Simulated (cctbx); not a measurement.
**MgFe2Te4 with cctbx, script by script**

Library: cctbx 2025.11. The data are simulated by the first script.

## 1. Simulate the data

run.py:

```python
from cctbx import adptbx, crystal, miller, sgtbx, xray
from cctbx.array_family import flex
from iotbx.shelx import hklf
from scitbx import matrix
import scitbx.random

cs = crystal.symmetry(unit_cell=(5.847, 5.847, 12.505, 90, 90, 90), space_group_symbol='Hall: I -4 2')  # I-42m
atoms = [  # label, site, U (iso, or U11 U22 U33 U12 U13 U23 in A^2), occupancy
    ("Te1", (0.2171, 0.2171, 0.3777), (0.0174, 0.0174, 0.0179, 0.0012, -0.0001, -0.0001), 1),
    ("Fe1", (0.5, 0, 0.25), (0.0175, 0.0175, 0.0242, 0.0000, 0.0000, 0.0000), 1),
    ("Mg1", (0, 0, 0), (0.0300, 0.0300, 0.0319, 0.0000, 0.0000, 0.0000), 1),
]
xs = xray.structure(crystal_symmetry=cs)
for label, site, u, occ in atoms:
    u = adptbx.u_cif_as_u_star(cs.unit_cell(), u) if isinstance(u, tuple) else u
    xs.add_scatterer(xray.scatterer(label, site=site, u=u, occupancy=occ))
xs.set_inelastic_form_factors(0.71073, "sasaki")
xs.show_summary()
p1 = xs.expand_to_p1()
ms = miller.build_set(p1, anomalous_flag=True, d_min=0.6)
flex.set_random_seed(406103)
scitbx.random.set_random_seed(406103)
ms = ms.select(flex.random_double(ms.size()) < 0.8)
i = ms.structure_factors_from_scatterers(p1, algorithm="direct").f_calc().as_intensity_array().data()
i = i / flex.sqrt(1 + 0.1 * i / flex.max(i))  # extinction
i = i * 5000 / flex.max(i)
sig = flex.sqrt(i + flex.pow2(0.04 * i) + 4 ** 2)
noise = scitbx.random.variate(scitbx.random.normal_distribution())(i.size())
data = ms.array(data=i + sig * noise, sigmas=sig).set_observation_type_xray_intensity()
with open("data.hkl", "w") as f:
    data.export_as_shelx_hklf(f)
print("reflections written:", data.size(), " <I/sigma> = %.1f" % flex.mean(data.data() / data.sigmas()))
for h, a, b in list(data.sort("data"))[:12]:
    print("%4d%4d%4d %9.1f %7.1f" % (h + (a, b)))
```

```console
$ python run.py
```

```text
Number of scatterers: 3
At special positions: 3
Unit cell: (5.847, 5.847, 12.505, 90, 90, 90)
Space group: I -4 2 m (No. 121)
reflections written: 6665  <I/sigma> = 4.4
  -1   1  -2    5438.1   210.9
   1   1   2    5267.5   210.9
   2   0   4    5205.9   212.2
  -1  -1   2    5144.8   210.9
   1  -1   2    5097.1   212.2
   0   2   4    5074.8   212.2
  -1  -1  -2    5003.4   212.2
  -1   1   2    4929.4   212.2
   0  -2  -4    4894.5   212.2
   0   2  -4    4867.7   212.2
   1   1  -2    4833.4   212.2
  -2   0  -4    4830.7   212.2
```

It took 0.24 s on 1 thread of Arm Neoverse V2 (shared host), peak memory 0.07 GiB.

## 2. Symmetry

run.py:

```python
from cctbx import crystal, sgtbx, statistics
from cctbx.array_family import flex
from iotbx.shelx import hklf

p1 = crystal.symmetry(unit_cell=(5.847, 5.847, 12.505, 90, 90, 90), space_group_symbol="P 1")
raw = hklf.reader(file_name="data.hkl").as_miller_arrays(crystal_symmetry=p1, anomalous=True)[0]
print(raw.size(), "reflections to d = %.3f A" % raw.d_min())
isig = raw.data() / raw.sigmas()
print("centring   violations  <I/sigma> of those")
best = "P"
for c in "ABCIRF":
    a = raw.customized_copy(space_group_info=sgtbx.space_group_info("Hall: %s 1" % c)).sys_absent_flags().data()
    m = flex.mean(isig.select(a))
    print("%5s %10d of %5d %8.1f" % (c, (isig.select(a) > 4).count(True), a.count(True), m))
    if (isig.select(a) > 4).count(True) < 0.01 * a.count(True):
        best = c
raw = raw.select(~raw.customized_copy(space_group_info=sgtbx.space_group_info("Hall: %s 1" % best)).sys_absent_flags().data())
isig = raw.data() / raw.sigmas()
rows = []
for s in sgtbx.space_group_symbol_iterator():
    g = sgtbx.space_group(s)
    if g.conventional_centring_type_symbol() != best or not g.is_compatible_unit_cell(p1.unit_cell(), 1e-3, 0.02):
        continue
    rows.append((s, g))
print("Laue class    unique    Rint  (classes that these axes allow; Friedel mates merged)")
rint = {}
for s, g in rows:
    laue = g.build_derived_patterson_group()
    key = laue.type().hall_symbol()
    if key not in rint:
        m = raw.customized_copy(space_group_info=laue.info(), anomalous_flag=False).merge_equivalents()
        rint[key] = m.r_int()
        print("%-14s %6d %7.3f" % (laue.type().lookup_symbol(), m.array().size(), m.r_int()))
floor = min(rint.values())
good = [(s, g) for s, g in rows if rint[g.build_derived_patterson_group().type().hall_symbol()] < 2 * floor + 0.03]
top = max(g.build_derived_patterson_group().order_z() for s, g in good)
print("space group    extra absences  I>4sigma  <I/sigma>")
for s, g in good:
    laue = g.build_derived_patterson_group()
    if laue.order_z() != top:
        continue
    a = raw.customized_copy(space_group_info=g.info()).sys_absent_flags().data()
    a &= ~raw.customized_copy(space_group_info=laue.info()).sys_absent_flags().data()
    bad = (isig.select(a) > 4).count(True)
    if bad <= 0.03 * a.count(True):
        print("%-16s %8d %10d %9s  %s" % (s.universal_hermann_mauguin(), a.count(True), bad, "%.1f" % flex.mean(isig.select(a)) if a.count(True) else "-", "centric" if g.is_centric() else "acentric"))
laue = max(good, key=lambda t: t[1].build_derived_patterson_group().order_z())[1].build_derived_patterson_group()
f = raw.customized_copy(space_group_info=laue.info(), anomalous_flag=False).merge_equivalents().array().eliminate_sys_absent().f_sq_as_f()
f.set_observation_type_xray_amplitude()
bins = max(3, min(8, f.size() // 12))
f.setup_binner(n_bins=bins)
w = statistics.wilson_plot(f, {e: n / laue.order_z() for e, n in {'Te': 8.0, 'Fe': 4.0, 'Mg': 2.0}.items()}, e_statistics=True)
print("Wilson B = %.2f A^2   <|E^2-1|> = %.3f (0.968 centric, 0.736 acentric)   E^2>4: %.1f %%" % (w.wilson_b, w.mean_e_sq_minus_1, w.percent_e_sq_gt_2))
print("shell (A)         n   <I/sigma>")
m = raw.customized_copy(space_group_info=laue.info(), anomalous_flag=False).merge_equivalents().array().eliminate_sys_absent()
for b in m.setup_binner(n_bins=bins).range_used():
    sel = m.binner().selection(b)
    print("%5.2f - %4.2f %6d %8.1f" % (min(m.binner().bin_d_range(b)[0] if m.binner().bin_d_range(b)[0] > 0 else 99, 99), m.binner().bin_d_range(b)[1], sel.count(True), flex.mean((m.data() / m.sigmas()).select(sel))))
```

```console
$ python run.py
```

```text
6665 reflections to d = 0.600 A
centring   violations  <I/sigma> of those
    A       1402 of  3340      4.5
    B       1390 of  3355      4.5
    C       1516 of  3359      4.7
    I          0 of  3305     -0.0
    R       1822 of  4450      4.4
    F       2154 of  5027      4.6
Laue class    unique    Rint  (classes that these axes allow; Friedel mates merged)
I 1 2/m 1        1111   0.050
I 1 1 2/m        1076   0.052
I 2/m 1 1        1113   0.051
I m m m           619   0.055
I 4/m             544   0.055
I 4/m m m         342   0.057
space group    extra absences  I>4sigma  <I/sigma>
I 4 2 2                 0          0         -  acentric
I 4 m m                 0          0         -  acentric
I -4 m 2                0          0         -  acentric
I -4 2 m                0          0         -  acentric
I 4/m m m               0          0         -  centric
Wilson B = 1.41 A^2   <|E^2-1|> = 0.591 (0.968 centric, 0.736 acentric)   E^2>4: 0.0 %
shell (A)         n   <I/sigma>
 6.25 - 1.20     54     36.9
 1.20 - 0.95     45     33.6
 0.95 - 0.83     39     29.9
 0.83 - 0.76     45     25.2
 0.76 - 0.70     40     22.3
 0.70 - 0.66     40     19.0
 0.66 - 0.63     37     16.1
 0.63 - 0.60     42     16.3
```

Time: 0.27 s.

## 3. Charge flipping

run.py:

```python
import itertools
from cctbx import crystal, maptbx
from cctbx.array_family import flex
from iotbx.shelx import hklf
from smtbx.ab_initio import charge_flipping as cf

cs = crystal.symmetry(unit_cell=(5.847, 5.847, 12.505, 90, 90, 90), space_group_symbol='Hall: I -4 2')  # I-42m
raw = hklf.reader(file_name="data.hkl").as_miller_arrays(crystal_symmetry=cs, anomalous=True)[0]
merged = raw.eliminate_sys_absent().merge_equivalents()
fo2 = merged.array().set_observation_type_xray_intensity()
f = fo2.average_bijvoet_mates().f_sq_as_f().resolution_filter(d_min=0.8)
p1 = f.expand_to_p1()
p1.setup_binner_counting_sorted(reflections_per_bin=max(40, p1.size() // 12))
work = p1.array(data=p1.data() / p1.amplitude_quasi_normalisations().data())
flex.set_random_seed(9590)
it = cf.weak_reflection_improved_iterator(delta=None, weak_reflection_fraction=0.1)
it.start(work, phases=flex.random_double(p1.size()) * 6.2832, f_000=0)
it.delta = 1.1 * it.rho_map.sigma()
print("cycle      R  skewness")
for n, st in enumerate(itertools.islice(it, 200)):
    if n % 16 == 0:
        print("%5d %6.3f %8.2f" % (n, st.r1_factor(), st.rho_map.skewness()))
rho = p1.phase_transfer(it.f_calc).fft_map().apply_volume_scaling()
polish = cf.low_density_elimination_iterator(constant_rho_c=rho.sigma())
polish.start(f_obs=p1, phases=it.f_calc, f_000=0)
for _ in range(8):
    next(polish)
print("origin shift          correlation  skewness")
maps = []
for fc, shift, cc in itertools.islice(cf.f_calc_symmetrisations(f, polish.f_calc, 0), 4):
    m = f.phase_transfer(fc).fft_map(symmetry_flags=maptbx.use_space_group_symmetry, resolution_factor=0.25).apply_sigma_scaling()
    maps.append((m.skewness(), cc, m))
    print("%6.3f %6.3f %6.3f %10.3f %9.2f" % (tuple(shift) + (cc, m.skewness())))
skew, cc, m = max((t for t in maps if t[1] > maps[0][1] - 0.04), key=lambda t: t[0])
print("taken: symmetry correlation %.3f, skewness %.2f" % (cc, skew))
peaks = m.peak_search(parameters=maptbx.peak_search_parameters(min_distance_sym_equiv=0.9, max_clusters=8)).all()
sps = cs.special_position_settings(min_distance_sym_equiv=0.5)
print("peak      x       y       z  mult  height/sigma")
for k, (x, h) in enumerate(zip(peaks.sites(), peaks.heights())):
    ss = sps.site_symmetry(x)
    print("Q%-3d %7.4f %7.4f %7.4f %4d %8.1f" % ((k + 1,) + tuple(t % 1 for t in ss.exact_site()) + (ss.multiplicity(), h)))
```

```console
$ python run.py
```

```text
cycle      R  skewness
    0  0.520     0.23
   16  0.439     2.41
   32  0.441     3.98
   48  0.430     3.61
   64  0.433     3.87
   80  0.423     4.17
   96  0.410     4.10
  112  0.412     4.20
  128  0.407     4.01
  144  0.415     4.35
  160  0.401     4.07
  176  0.412     3.86
  192  0.401     4.09
origin shift          correlation  skewness
 0.231  0.934  0.408      0.981      8.96
-0.012  0.701  0.287      0.979      6.34
 0.242  0.433  0.410      0.977      4.43
 0.240  0.936  0.160      0.976      4.33
taken: symmetry correlation 0.981, skewness 8.96
peak      x       y       z  mult  height/sigma
Q1    0.0000  0.0000  0.0000    2     27.3
Q2    0.0000  0.5000  0.2500    4      7.4
Q3    0.2555  0.2555  0.8724    8      6.8
Q4    0.0885  0.0885  0.5205    8      3.6
Q5    0.2232  0.2232  0.2851    8      1.7
Q6    0.1037  0.1037  0.8795    8      1.6
Q7    0.9869  0.1858  0.0413   16      1.4
Q8    0.1206  0.2621  0.6743   16      1.1
```

Time: 0.32 s.

## 4. Refinement (model from the peaks)

run.py:

```python
import math
from cctbx import adptbx, crystal, maptbx, sgtbx, xray
from cctbx.array_family import flex
from cctbx.xray import observations
from iotbx.shelx import hklf
from scitbx.lstbx import normal_eqns_solving
from smtbx import absolute_structure, utils
from smtbx.refinement import constraints, least_squares

cs = crystal.symmetry(unit_cell=(5.847, 5.847, 12.505, 90, 90, 90), space_group_symbol='Hall: I -4 2')  # I-42m
atoms = [  # label, site, U (iso, or U11 U22 U33 U12 U13 U23 in A^2), occupancy
    ("Te1", (0, 0, 0), 0.0200, 1),
    ("Fe1", (0, 0.5, 0.25), 0.0200, 1),
]
xs = xray.structure(crystal_symmetry=cs)
for label, site, u, occ in atoms:
    u = adptbx.u_cif_as_u_star(cs.unit_cell(), u) if isinstance(u, tuple) else u
    xs.add_scatterer(xray.scatterer(label, site=site, u=u, occupancy=occ))
xs.set_inelastic_form_factors(0.71073, "sasaki")
raw = hklf.reader(file_name="data.hkl").as_miller_arrays(crystal_symmetry=cs, anomalous=True)[0]
merged = raw.eliminate_sys_absent().merge_equivalents()
fo2 = merged.array().set_observation_type_xray_intensity()
print("Rint %.3f, %d unique reflections to %.2f A" % (merged.r_int(), fo2.size(), fo2.d_min()))
for sc in xs.scatterers():
    sc.flags.set_grad_site(True)
    sc.flags.set_grad_u_aniso(sc.flags.use_u_aniso())
    sc.flags.set_grad_u_iso(sc.flags.use_u_iso())
obs = fo2.as_xray_observations()
extra = {}
rep = constraints.reparametrisation(xs, [], utils.connectivity_table(xs), **extra)
ls = least_squares.crystallographic_ls(obs, rep, weighting_scheme=least_squares.mainstream_shelx_weighting(a=0, b=0))
print("cycle     R1     wR2    GooF  max shift (A)")
for cycle in range(6):
    ls.build_up()
    r1, wr2, goof = ls.r1_factor(cutoff_factor=2)[0], ls.wR2(), ls.goof()
    old = xs.sites_cart()
    normal_eqns_solving.levenberg_marquardt_iterations(ls, n_max_iterations=3, tau=0.0001, step_threshold=1e-7)
    big = flex.max((xs.sites_cart() - old).norms())
    print("%4d %7.4f %7.4f %7.3f %9.5f" % (cycle + 1, r1, wr2, goof, big))
    ls.build_up(objective_only=True)
    if abs(ls.wR2() - wr2) < 5e-5 and big < 5e-4:
        break
ls.build_up()
print("final R1 %.4f wR2 %.4f GooF %.3f  parameters %d  data/parameter %.1f" % (ls.r1_factor(cutoff_factor=2)[0], ls.wR2(), ls.goof(), ls.n_parameters, fo2.size() / ls.n_parameters))
cov = ls.covariance_matrix_and_annotations()
su = dict(zip(cov.annotations, (math.sqrt(max(v, 0)) for v in cov.matrix.matrix_packed_u_diagonal())))
a2 = cs.unit_cell().reciprocal_parameters()[0] ** -2
print("atom        x        y        z      Ueq    occ   su(xyz)  su(Uiso or U11)")
for sc in xs.scatterers():
    s = max(su.get(sc.label + k, 0) for k in (".x", ".y", ".z"))
    npd = "" if sc.is_positive_definite_u(cs.unit_cell()) else "  NPD"
    print("%-5s %8.5f %8.5f %8.5f %8.4f %6.3f %8.5f %7.4f%s" % ((sc.label,) + sc.site + (sc.u_iso_or_equiv(cs.unit_cell()), sc.occupancy, s, su.get(sc.label + ".uiso", su.get(sc.label + ".u11", 0) * a2), npd)))
fo = fo2.f_sq_as_f()
fc = fo.structure_factors_from_scatterers(xs, algorithm="direct").f_calc()
diff = fo.f_obs_minus_f_calc(1 / math.sqrt(ls.scale_factor()), fc).average_bijvoet_mates()
m = diff.fft_map(symmetry_flags=maptbx.use_space_group_symmetry, resolution_factor=0.25).apply_volume_scaling()
print("difference map: max %.2f min %.2f rms %.2f" % (m.statistics().max(), m.statistics().min(), m.statistics().sigma()))
peaks = m.peak_search(parameters=maptbx.peak_search_parameters(min_distance_sym_equiv=0.6, max_clusters=6)).all()
near = xs.closest_distances(peaks.sites(), distance_cutoff=4)
sps = cs.special_position_settings(min_distance_sym_equiv=0.5)
for k, (x, h) in enumerate(zip(peaks.sites(), peaks.heights())):
    ss = sps.site_symmetry(x)
    print("Q%-3d %7.4f %7.4f %7.4f %4d %7.2f  %.2f A from %s" % ((k + 1,) + tuple(t % 1 for t in ss.exact_site()) + (ss.multiplicity(), h, near.smallest_distances[k], xs.scatterers()[near.i_seqs[k]].label)))
```

```console
$ python run.py
```

```text
Rint 0.054, 579 unique reflections to 0.60 A
cycle     R1     wR2    GooF  max shift (A)
   1  0.5876  0.8517  19.501   0.00000
   2  0.4161  0.7586  17.368   0.00000
   3  0.4154  0.7584  17.365   0.00000
final R1 0.4154 wR2 0.7584 GooF 17.365  parameters 2  data/parameter 289.5
atom        x        y        z      Ueq    occ   su(xyz)  su(Uiso or U11)
Te1    0.00000  0.00000  0.00000   0.0070  1.000  0.00000  0.0015
Fe1    0.00000  0.50000  0.25000   0.0738  1.000  0.00000  0.0095
difference map: max 152.58 min -15.48 rms 4.95
Q1    0.0000  0.0000  0.0000    2  152.58  0.00 A from Te1
Q2    0.0693  0.0693  0.5000    8   66.89  3.56 A from Te1
Q3    0.0000  0.4268  0.2440   16   45.13  0.43 A from Fe1
Q4    0.2461  0.2461  0.3702    8   28.48  2.56 A from Fe1
Q5    0.2539  0.2539  0.1298    8   28.44  2.56 A from Fe1
Q6    0.0680  0.2891  0.6213   16    3.74  2.07 A from Fe1
```

Time: 0.41 s.

Figures of merit this high mean that the model is still wrong or incomplete.

## 5. Charge flipping

run.py, as its changes from the last script of this kind:

```diff
@@ -13,3 +13,2 @@
-p1.setup_binner_counting_sorted(reflections_per_bin=max(40, p1.size() // 12))
-work = p1.array(data=p1.data() / p1.amplitude_quasi_normalisations().data())
-flex.set_random_seed(9590)
+work = p1
+flex.set_random_seed(9591)
@@ -20,2 +19,2 @@
-for n, st in enumerate(itertools.islice(it, 200)):
-    if n % 16 == 0:
+for n, st in enumerate(itertools.islice(it, 400)):
+    if n % 33 == 0:
```

```console
$ python run.py
```

```text
cycle      R  skewness
    0  0.489     0.50
   33  0.259     4.87
   66  0.247     5.11
   99  0.243     5.02
  132  0.229     4.78
  165  0.215     4.69
  198  0.214     4.65
  231  0.215     4.68
  264  0.208     4.67
  297  0.206     4.63
  330  0.205     4.59
  363  0.196     4.62
  396  0.199     4.54
origin shift          correlation  skewness
 0.428  0.868  0.461      0.903      1.47
 0.433  0.367  0.211      0.903      1.27
 0.184  0.616  0.086      0.902      2.51
 0.433  0.365  0.461      0.903      1.85
taken: symmetry correlation 0.902, skewness 2.51
peak      x       y       z  mult  height/sigma
Q1    0.0000  0.4078  0.0000    8     10.2
Q2    0.0616  0.0616  0.2514    8      6.4
Q3    0.0000  0.0000  0.1539    4      4.6
Q4    0.2398  0.2398  0.1670    8      4.0
Q5    0.0000  0.0000  0.4088    4      3.8
Q6    0.2010  0.2010  0.8821    8      3.1
Q7    0.0000  0.5000  0.1512    8      2.5
Q8    0.2395  0.2395  0.5841    8      2.4
```

Time: 0.36 s.

## 6. Refinement (model from the peaks)

run.py, as its changes from the last script of this kind:

```diff
@@ -12,2 +12,2 @@
-    ("Te1", (0, 0, 0), 0.0200, 1),
-    ("Fe1", (0, 0.5, 0.25), 0.0200, 1),
+    ("Fe1", (0, 0, 0.1539), 0.0200, 1),
+    ("Te1", (0.2398, 0.2398, 0.167), 0.0200, 1),
```

```console
$ python run.py
```

```text
Rint 0.054, 579 unique reflections to 0.60 A
cycle     R1     wR2    GooF  max shift (A)
   1  0.7647  0.9610  22.061   0.28275
   2  0.5539  0.8481  19.469   0.18385
   3  0.5512  0.8464  19.431   0.01710
   4  0.5507  0.8463  19.429   0.00710
   5  0.5504  0.8463  19.428   0.00730
   6  0.5501  0.8463  19.427   0.00528
final R1 0.5499 wR2 0.8463 GooF 19.427  parameters 5  data/parameter 115.8
atom        x        y        z      Ueq    occ   su(xyz)  su(Uiso or U11)
Fe1    0.00000  0.00000  0.17193   0.0420  1.000  0.01328  0.0208
Te1    0.20503  0.20503  0.17106   0.0029  1.000  0.00157  0.0021
difference map: max 241.85 min -138.10 rms 18.26
Q1    0.2113  0.2113  0.1710    8  257.42  0.05 A from Te1
Q2    0.2288  0.2288  0.5835    8  131.70  1.22 A from Te1
Q3    0.1049  0.1049  0.9874    8   85.30  2.17 A from Fe1
Q4    0.2038  0.2038  0.8538    8   84.97  1.72 A from Fe1
Q5    0.1565  0.3090  0.5757   16   70.29  1.44 A from Te1
Q6    0.0000  0.5000  0.0432    8   56.83  2.64 A from Te1
```

It took 0.54 s on 1 thread of Arm Neoverse V2 (shared host), peak memory 0.09 GiB.

Figures of merit this high mean that the model is still wrong or incomplete.

[Logs are printed without paths, hosts, clocks, repeated set-up lines and the standing remarks that a program may print on its own settings, such as how far it seeks lower states.]
